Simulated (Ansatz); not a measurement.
# GaAs wire along [110], 16 atoms a period, H-terminated: bands by functional and under strain, part 3 of 3

Wanted: the relaxed geometry and the bands of the GaAs wire along [110], 16 atoms a period, H-terminated.

Ansatz 0.2.0; DFT PBE, plane waves, PAW; relaxation of a wire's period; PAW set soft_1 (the session's first sound run).

So far, band gap (eV): step 3 (the perfect wire, PBE) 1.30; step 4 (levels at the same atoms, cutoff 500 eV, k-mesh 1×1×15, r2SCAN PBE) 1.63; step 5 (levels at the same atoms, level HSE06, cutoff 420 eV, HSE06 PBE) 2.18; step 6 (two-component spinors, k-mesh 1×1×13, PBE spin-orbit) 1.30.

### 8. At a strained period, period over the relaxed period 1.03

This step: DFT PBE, plane waves, PAW; relaxation at a fixed period; PAW set soft_1 (Ansatz 0.2.0).

The period is set to 1.03 times the relaxed one and the atoms relax within it: strain changes bond lengths and angles, which shifts the bands against each other. Against the first PBE run of this kind, the mesh along the wire has 15 points against 20.

The cell differs from the one that the last finished run ended in (c 4.148 → 4.272 Å).

Contents of input.yaml:

```yaml
crystal:
  lattice:
    - [18.67, 0.0, 0.0]
    - [0.0, 17.512, 0.0]
    - [0.0, 0.0, 4.2722930803]
  atoms:
    - { symbol: As, position: [0.38463483, 0.382396549, 0.0] }
    - { symbol: H, position: [0.413270015, 0.188570275, 0.0] }
    - { symbol: Ga, position: [0.458112422, 0.264085995, 0.0] }
    - { symbol: Ga, position: [0.459276696, 0.5, 0.0] }
    - { symbol: As, position: [0.688866966, 0.394485873, 0.0] }
    - { symbol: H, position: [0.729164296, 0.318626529, 0.0] }
    - { symbol: Ga, position: [0.782109289, 0.5, 0.0] }
    - { symbol: H, position: [0.190695922, 0.5, 0.22960429] }
    - { symbol: H, position: [0.821981476, 0.5, 0.325287504] }
    - { symbol: As, position: [0.245660246, 0.5, 0.5] }
    - { symbol: H, position: [0.255579343, 0.305379888, 0.5] }
    - { symbol: H, position: [0.255579343, 0.694620112, 0.5] }
    - { symbol: Ga, position: [0.310005315, 0.373282669, 0.5] }
    - { symbol: Ga, position: [0.310005315, 0.626717331, 0.5] }
    - { symbol: As, position: [0.532898771, 0.275131957, 0.5] }
    - { symbol: As, position: [0.532898771, 0.724868043, 0.5] }
    - { symbol: As, position: [0.535128008, 0.5, 0.5] }
    - { symbol: H, position: [0.581768905, 0.205336473, 0.5] }
    - { symbol: H, position: [0.581768905, 0.794663527, 0.5] }
    - { symbol: Ga, position: [0.614365272, 0.386228352, 0.5] }
    - { symbol: Ga, position: [0.614365272, 0.613771648, 0.5] }
    - { symbol: H, position: [0.821981476, 0.5, 0.674712496] }
    - { symbol: H, position: [0.190695922, 0.5, 0.77039571] }
    - { symbol: As, position: [0.38463483, 0.617603451, 0.0] }
    - { symbol: H, position: [0.413270015, 0.811429725, 0.0] }
    - { symbol: Ga, position: [0.458112422, 0.735914005, 0.0] }
    - { symbol: As, position: [0.688866966, 0.605514127, 0.0] }
    - { symbol: H, position: [0.729164296, 0.681373471, 0.0] }
kpoints:
  mp_grid: { grid: [1, 1, 15] }
  band_path: { path: ["Γ", Z], npoints: 90 }
scf:
  occupations: { method: fermi_dirac, width: 0.05 }
hamiltonian:
  xc: pbe
  pseudopotentials: { kind: paw, azcp: { folder: soft_1 } }
relax:
  max_steps: 40
  f_tol: 0.02
output:
  stress: true
```

Command:

```sh
$ ansatz run input.yaml --threads 4 --pin off --max-ram 16384MiB --backend cpu --events-out ev --progress --plain --runs-dir out
```

Numbers of over 12 decimals in the logs are rounded to 6 here.

The program printed:

```text
Warning: output.stress: scf.convergence.dr2_threshold = 1e-7 eV (the SCF's general default) is looser than the 2.8e-9 eV advised for a printed stress (1e-10 eV for each atom of the cell: 28). What an SCF threshold leaves in a stress goes as its square root, and in the free energy as the threshold itself, and one threshold admits the most on a small cell: [figures from the program's tests cut] Every solve of this run  [...]
[...]
Crystal: 28 atoms, lattice volume = 1396.822 Å³
Basis set: ecut = 420 eV, 27259 PW (Γ), exchange–correlation on 250×240×60 points (8 copies of the dense FFT grid, shifted against one another)
Bands: 146, of which v1, the nominal top of the filled ones, is band 118 counted from 1 (117 counted from 0)
Symmetry: 4 space group operations
[...]
k-points: 8 of 15
[...]
SCF iter   1: F=—  HF=-69308.680093 eV  |F-HF|=—  |Δ(HF+E_count)|=         —  Δρ=3.16e-2  dr2=1.33e1  ethr=3.10e-3  ⟨swp⟩=6.5  Hψ=4882  notcnv=0  defer=30
[...]
SCF iter   9: F=-69304.821100 eV  HF=-69304.821100 eV  |F-HF|=4.16e-7  |Δ(HF+E_count)|=   7.98e-6  Δρ=1.26e-5  dr2=2.92e-6  ethr=4.24e-9  ⟨swp⟩=4.0  Hψ=3268  notcnv=0
SCF 1 converged in 9 iterations: F = -69304.821100 eV  dr2 = 2.92e-6
[...]
relax step   1: F+E_penalty+E_count = -69304.82110048 eV  Δ(F+E_penalty+E_count) = +0.000e0 eV  max|allowed force component| = 3.831e-1 eV/Å  Δτ_max = 0.0000 Å  (9 SCF iters, dr2 threshold 1.00e-5 eV, accepted)
[...]
SCF iter   6: F=-69304.865337 eV  HF=-69304.865341 eV  |F-HF|=4.49e-6  |Δ(HF+E_count)|=   1.53e-6  Δρ=1.76e-5  dr2=7.74e-6  ethr=3.89e-9  ⟨swp⟩=4.0  Hψ=3896  notcnv=0
SCF 2 converged in 6 iterations: F = -69304.865337 eV  dr2 = 7.74e-6
relax step   2: F+E_penalty+E_count = -69304.86533677 eV  Δ(F+E_penalty+E_count) = -4.424e-2 eV  max|allowed force component| = 2.020e-1 eV/Å  Δτ_max = 0.0808 Å  (6 SCF iters, dr2 threshold 9.17e-6 eV, accepted)
SCF iter   1: F=—  HF=-69304.873820 eV  |F-HF|=—  |Δ(HF+E_count)|=         —  Δρ=1.17e-3  dr2=1.03e-2  ethr=4.30e-5  ⟨swp⟩=4.0  Hψ=1910  notcnv=0  defer=158
[...]
SCF iter   6: F=-69304.872186 eV  HF=-69304.872187 eV  |F-HF|=6.33e-7  |Δ(HF+E_count)|=   2.36e-7  Δρ=5.13e-6  dr2=9.21e-7  ethr=1.08e-9  ⟨swp⟩=4.0  Hψ=3502  notcnv=0
SCF 3 converged in 6 iterations: F = -69304.872186 eV  dr2 = 9.21e-7
relax step   3: F+E_penalty+E_count = -69304.87218639 eV  Δ(F+E_penalty+E_count) = -6.850e-3 eV  max|allowed force component| = 2.963e-2 eV/Å  Δτ_max = 0.0267 Å  (6 SCF iters, dr2 threshold 2.55e-6 eV, accepted)
SCF iter   1: F=—  HF=-69304.872914 eV  |F-HF|=—  |Δ(HF+E_count)|=         —  Δρ=3.21e-4  dr2=7.69e-4  ethr=3.43e-6  ⟨swp⟩=2.1  Hψ=1824  notcnv=0  defer=158
[...]
SCF iter   6: F=-69304.872622 eV  HF=-69304.872622 eV  |F-HF|=1.92e-8  |Δ(HF+E_count)|=   2.88e-8  Δρ=1.30e-6  dr2=4.40e-8  ethr=4.24e-11  ⟨swp⟩=4.0  Hψ=3472  notcnv=0
SCF 4 converged in 6 iterations: F = -69304.872622 eV  dr2 = 4.40e-8
relax step   4: F+E_penalty+E_count = -69304.87262152 eV  Δ(F+E_penalty+E_count) = -4.351e-4 eV  max|allowed force component| = 3.536e-3 eV/Å  Δτ_max = 0.0095 Å  (6 SCF iters, accepted)
[...]
the band table was solved once a step of the walk had ended and its energy, with any forces and stress, was formed, with the checks that follow a solve (5941 applications of the Hamiltonian). They found nothing against the state; the energy, forces and stress were not computed again (output.eigenvalues in the input reference)
[...]
SCF converged after 6 iterations
Free energy (F): -69304.872622 eV
[...]
Internal energy: -69304.872621 eV  (E = F + TS)
E sigma→0 (E₀):  -69304.872621 eV
Entropy (-TS):   -0.000000 eV (-0.000 meV/atom)
Fermi energy:    -0.785545 eV
[...]
--- Forces (eV/Å), atoms counted from 1 ---
  atom   1  As    -0.00322306     0.00223897     0.00000000
  atom   2  H      0.00150687     0.00148853     0.00000000
  atom   3  Ga     0.00025764    -0.00207461    -0.00000000
  atom   4  Ga     0.00353601    -0.00000000    -0.00000000
  atom   5  As    -0.00266810    -0.00177232    -0.00000000
  atom   6  H      0.00162074    -0.00287413    -0.00000000
  atom   7  Ga    -0.00166572     0.00000000    -0.00000000
  atom   8  H     -0.00054348     0.00000000     0.00142580
  atom   9  H     -0.00118195     0.00000000     0.00137870
  atom  10  As     0.00196316    -0.00000000     0.00000000
  atom  11  H     -0.00061979    -0.00040882    -0.00000000
  atom  12  H     -0.00061979     0.00040882     0.00000000
  atom  13  Ga     0.00234174     0.00133097     0.00000000
  atom  14  Ga     0.00234174    -0.00133097    -0.00000000
  atom  15  As    -0.00011314    -0.00037214    -0.00000000
  atom  16  As    -0.00011314     0.00037214     0.00000000
  atom  17  As    -0.00303427    -0.00000000    -0.00000000
  atom  18  H      0.00201513    -0.00003836    -0.00000000
  atom  19  H      0.00201513     0.00003836     0.00000000
  atom  20  Ga     0.00021466    -0.00324971    -0.00000000
  atom  21  Ga     0.00021466     0.00324971     0.00000000
  atom  22  H     -0.00118195    -0.00000000    -0.00137870
  atom  23  H     -0.00054348    -0.00000000    -0.00142580
  atom  24  As    -0.00322306    -0.00223897    -0.00000000
  atom  25  H      0.00150687    -0.00148853    -0.00000000
  atom  26  Ga     0.00025764     0.00207461     0.00000000
  atom  27  As    -0.00266810     0.00177232     0.00000000
  atom  28  H      0.00162074     0.00287413     0.00000000
  max |Σ_I F_I| component: 1.37e-5 eV/Å
--- Stress (GPa, compression-positive) ---
       -0.006872       0.000000      -0.000000
        0.000000       0.006519      -0.000000
       -0.000000      -0.000000      -0.836379
  P = ⅓ Tr σ = -0.2789 GPa (-2.789 kbar)
--- Band table (eV; the first three rows and the last of 8) ---
  k-point 0: bands = [... 114 lower, -2.3049, -2.2790, -2.2292, -1.4356, -0.1151, -0.0896, 0.0290, 0.1952, ... 24 higher]
  k-point 1: bands = [... 114 lower, -2.3703, -2.3148, -2.3047, -1.5791, 0.1489, 0.1760, 0.2582, 0.4155, ... 24 higher]
  k-point 2: bands = [... 114 lower, -2.4878, -2.3818, -2.3525, -1.7983, 0.6923, 0.7363, 0.8043, 0.9325, ... 24 higher]
  k-point 7: bands = [... 114 lower, -3.0147, -2.9900, -2.8717, -2.5864, 0.8663, 0.9971, 1.1206, 1.3263, ... 24 higher]
--- Relaxed structure (4 steps of the walk, 4 accepted, 0 SCFs on fresh bases) ---
  F+E_penalty+E_count = -69304.87262152 eV   max|allowed force component| = 3.536e-3 eV/Å
  atoms:
    - { symbol: As, position: [0.385286, 0.382395, 0] }
    - { symbol: H, position: [0.414997, 0.188353, 0] }
    - { symbol: Ga, position: [0.459211, 0.264357, 0] }
    - { symbol: Ga, position: [0.460184, 0.500000, 0] }
    - { symbol: As, position: [0.685683, 0.394568, 0] }
    - { symbol: H, position: [0.726846, 0.319238, 0] }
    - { symbol: Ga, position: [0.779122, 0.500000, 0] }
    - { symbol: H, position: [0.193652, 0.500000, 0.235993] }
    - { symbol: H, position: [0.818109, 0.500000, 0.319185] }
    - { symbol: As, position: [0.248320, 0.500000, 0.500000] }
    - { symbol: H, position: [0.258794, 0.304937, 0.500000] }
    - { symbol: H, position: [0.258794, 0.695063, 0.500000] }
    - { symbol: Ga, position: [0.312722, 0.373340, 0.500000] }
    - { symbol: Ga, position: [0.312722, 0.626660, 0.500000] }
    - { symbol: As, position: [0.531757, 0.275147, 0.500000] }
    - { symbol: As, position: [0.531757, 0.724853, 0.500000] }
    - { symbol: As, position: [0.533910, 0.500000, 0.500000] }
    - { symbol: H, position: [0.581239, 0.205803, 0.500000] }
    - { symbol: H, position: [0.581239, 0.794197, 0.500000] }
    - { symbol: Ga, position: [0.613367, 0.386347, 0.500000] }
    - { symbol: Ga, position: [0.613367, 0.613653, 0.500000] }
    - { symbol: H, position: [0.818109, 0.500000, 0.680815] }
    - { symbol: H, position: [0.193652, 0.500000, 0.764007] }
    - { symbol: As, position: [0.385286, 0.617605, 0] }
    - { symbol: H, position: [0.414997, 0.811647, 0] }
    - { symbol: Ga, position: [0.459211, 0.735643, -1.027013945587596e-19] }
    - { symbol: As, position: [0.685683, 0.605432, 0] }
    - { symbol: H, position: [0.726846, 0.680762, -1.8026878692586172e-19] }
```

It took 12 min on 4 threads of Arm Neoverse V1, shared host; peak memory 10 GiB; 46 min of CPU time.

Step by step:

```
step  energy less that of the first step (eV)  largest force component (eV/Å)
   1                                   0.0000                          0.3831
   2                                  -0.0442                          0.2020
   3                                  -0.0511                          0.0296
   4                                  -0.0515                          0.0035
```

The run keeps the 4 symmetry operations that it works with, so distortions that break them were not tested.

The atoms that moved most (Å):

| atom | dx | dy | dz | length |
| --- | --- | --- | --- | --- |
| H9 | -0.072 | 0.000 | -0.026 | 0.077 |
| H22 | -0.072 | 0.000 | 0.026 | 0.077 |
| H23 | 0.055 | 0.000 | -0.027 | 0.062 |
| H8 | 0.055 | 0.000 | 0.027 | 0.062 |
| H11 | 0.060 | -0.008 | 0.000 | 0.061 |
| H12 | 0.060 | 0.008 | 0.000 | 0.061 |
| As5 | -0.059 | 0.001 | 0.000 | 0.059 |
| As27 | -0.059 | -0.001 | 0.000 | 0.059 |

The relaxed structure:

```xyz
28
Lattice="18.6700 0.0000 0.0000 0.0000 17.5120 0.0000 0.0000 0.0000 4.2723" Properties=species:S:1:pos:R:3
As    7.1933    6.6965    0.0000
H     7.7480    3.2984    0.0000
Ga    8.5735    4.6294    0.0000
Ga    8.5916    8.7560    0.0000
As   12.8017    6.9097    0.0000
H    13.5702    5.5905    0.0000
Ga   14.5462    8.7560    0.0000
H     3.6155    8.7560    1.0082
H    15.2741    8.7560    1.3637
As    4.6361    8.7560    2.1361
H     4.8317    5.3401    2.1361
H     4.8317   12.1719    2.1361
Ga    5.8385    6.5379    2.1361
Ga    5.8385   10.9741    2.1361
As    9.9279    4.8184    2.1361
As    9.9279   12.6936    2.1361
As    9.9681    8.7560    2.1361
H    10.8517    3.6040    2.1361
H    10.8517   13.9080    2.1361
Ga   11.4516    6.7657    2.1361
Ga   11.4516   10.7463    2.1361
H    15.2741    8.7560    2.9086
H     3.6155    8.7560    3.2641
As    7.1933   10.8155    0.0000
H     7.7480   14.2136    0.0000
Ga    8.5735   12.8826    0.0000
As   12.8017   10.6023    0.0000
H    13.5702   11.9215    0.0000
```

This step gave:

```yaml
band_gap: 1.320 eV
```

Electronic bands along the path, in eV, zero at the Fermi level; v1 is the highest filled band, c1 the lowest empty one:

```
  point     v4     v3     v2     v1    c1    c2    c3    c4
      Γ  -1.52  -1.49  -1.44  -0.65  0.67  0.70  0.81  0.98
halfway  -1.86  -1.75  -1.70  -1.41  1.90  2.03  2.24  2.29
      Z  -2.24  -2.21  -2.11  -1.81  1.66  1.75  1.90  2.13
```

The gap is 1.32 eV, against 1.30 eV under PBE at the relaxed period.

### 9. Strain along the wire, period over the relaxed period 0.97

The period is set to 0.97 times the relaxed one and the atoms relax within it: strain changes bond lengths and angles, which shifts the bands against each other. Against the first PBE run of this kind, the mesh along the wire has 15 points against 20.

The cell differs from the one that the last finished run ended in (c 4.272 → 4.023 Å).

input.yaml, as its differences from that of step 8:

```diff
@@ -4,3 +4,3 @@
     - [0.0, 17.512, 0.0]
-    - [0.0, 0.0, 4.2722930803]
+    - [0.0, 0.0, 4.0234216387]
   atoms:
```

The program printed:

```text
[...]
Crystal: 28 atoms, lattice volume = 1315.454 Å³
Basis set: ecut = 420 eV, 25741 PW (Γ), exchange–correlation on 250×240×54 points (8 copies of the dense FFT grid, shifted against one another)
Bands: 146, of which v1, the nominal top of the filled ones, is band 118 counted from 1 (117 counted from 0)
Symmetry: 4 space group operations
[...]
- { symbol: Ga, position: [0.615157, 0.613973, 0.500000] }
    - { symbol: H, position: [0.826094, 0.500000, 0.669822] }
    - { symbol: H, position: [0.187826, 0.500000, 0.777217] }
    - { symbol: As, position: [0.384094, 0.617644, 0.0] }
    - { symbol: H, position: [0.411273, 0.811181, 0.0] }
    - { symbol: Ga, position: [0.456918, 0.736311, 0.0] }
    - { symbol: As, position: [0.691871, 0.605529, 0.0] }
    - { symbol: H, position: [0.731670, 0.681621, 0.0] }
[key lines of the parts left out:]
SCF converged after 6 iterations
Free energy (F): -69304.854555 eV
Fermi energy:    -0.041671 eV
P = ⅓ Tr σ = 0.3414 GPa (3.414 kbar)
```

Elapsed: 11 min, on 4 threads; peak memory 9.5 GiB; 43 min of CPU time.

Relaxation path:

```csv
step,energy less that of the first step (eV),largest force component (eV/Å)
1,0.0000,0.4307
2,-0.0574,0.2109
3,-0.0611,0.0441
4,-0.0614,0.0091
```

Forces are held to the 4 operations that the run works with; a distortion that breaks them can't arise in this run.

The atoms that moved most (Å):

```
atom      dx      dy      dz  length
 H22   0.077   0.000  -0.020   0.079
  H9   0.077   0.000   0.020   0.079
 H23  -0.054   0.000   0.027   0.060
  H8  -0.054   0.000  -0.027   0.060
 H11  -0.057   0.005   0.000   0.057
 H12  -0.057  -0.005   0.000   0.057
As27   0.056   0.000   0.000   0.056
 As5   0.056   0.000   0.000   0.056
```

Final coordinates:

```xyz
28
Lattice="18.6700 0.0000 0.0000 0.0000 17.5120 0.0000 0.0000 0.0000 4.0234" Properties=species:S:1:pos:R:3
As    7.1710    6.6958    0.0000
H     7.6785    3.3066    0.0000
Ga    8.5307    4.6177    0.0000
Ga    8.5582    8.7560    0.0000
As   12.9172    6.9080    0.0000
H    13.6603    5.5754    0.0000
Ga   14.6521    8.7560    0.0000
H     3.5067    8.7560    0.8964
H    15.4232    8.7560    1.3284
As    4.5376    8.7560    2.0117
H     4.7150    5.3529    2.0117
H     4.7150   12.1591    2.0117
Ga    5.7364    6.5361    2.0117
Ga    5.7364   10.9759    2.0117
As    9.9691    4.8148    2.0117
As    9.9691   12.6972    2.0117
As   10.0171    8.7560    2.0117
H    10.8732    3.5872    2.0117
H    10.8732   13.9248    2.0117
Ga   11.4850    6.7601    2.0117
Ga   11.4850   10.7519    2.0117
H    15.4232    8.7560    2.6950
H     3.5067    8.7560    3.1271
As    7.1710   10.8162    0.0000
H     7.6785   14.2054    0.0000
Ga    8.5307   12.8943    0.0000
As   12.9172   10.6040    0.0000
H    13.6603   11.9366    0.0000
```

Numbers from this step:

| Item | Value |
| --- | --- |
| band gap | 1.192 eV |

The electronic bands at the labelled points (eV, zero at the Fermi level; v1 is the highest filled band, c1 the lowest empty one):

| point | v4 | v3 | v2 | v1 | c1 | c2 | c3 | c4 |
| --- | --- | --- | --- | --- | --- | --- | --- | --- |
| Γ | -2.07 | -1.65 | -1.56 | -0.58 | 0.61 | 0.63 | 0.73 | 0.96 |
| halfway | -2.44 | -2.33 | -2.28 | -1.95 | 1.37 | 1.50 | 1.72 | 1.72 |
| Z | -2.94 | -2.80 | -2.61 | -2.47 | 1.00 | 1.08 | 1.26 | 1.47 |

The gap is 1.19 eV, against 1.30 eV under PBE at the relaxed period.

### 10. What came out

| Property | Result |
| --- | --- |
| cell length, PBE | 4.148 Å |
| gap, PBE | 1.30 eV |
| gap, r2SCAN | 1.63 eV |
| gap, HSE06 | 2.18 eV |
| gap, with spin-orbit coupling | 1.30 eV |
| gap, period scaled by 1.03 | 1.32 eV |
| gap, period scaled by 0.97 | 1.19 eV |

In words: Under PBE the cell's length is 4.15 Å, and a gap of 1.30 eV makes it a semiconductor. At the relaxed period the wire is gapped under every functional, from 1.30 eV (PBE) to 2.18 eV (HSE06). Weak screening in one dimension makes quasiparticle gaps larger than the semilocal gaps, as a rule. Strain matters: under PBE the gap goes from 1.30 eV to 1.19 eV at 0.97 times the period and 1.32 eV at 1.03 times the period. Plain hydrogen on a compound's surface is a simple closure: it may leave surface states, and facets that end in unlike atoms put a field across the wire, both of which shrink the gap. A hybrid's gap is read on a coarse mesh, without a band path.

[Logs are printed without paths, hosts, clocks, repeated set-up lines and the standing remarks that a program may print on its own settings, such as how far it seeks lower states.]

[Hosts, paths, dates, database ids (printed as entryN), source tags and the programs' standing remarks are cut or masked in the printed files.]
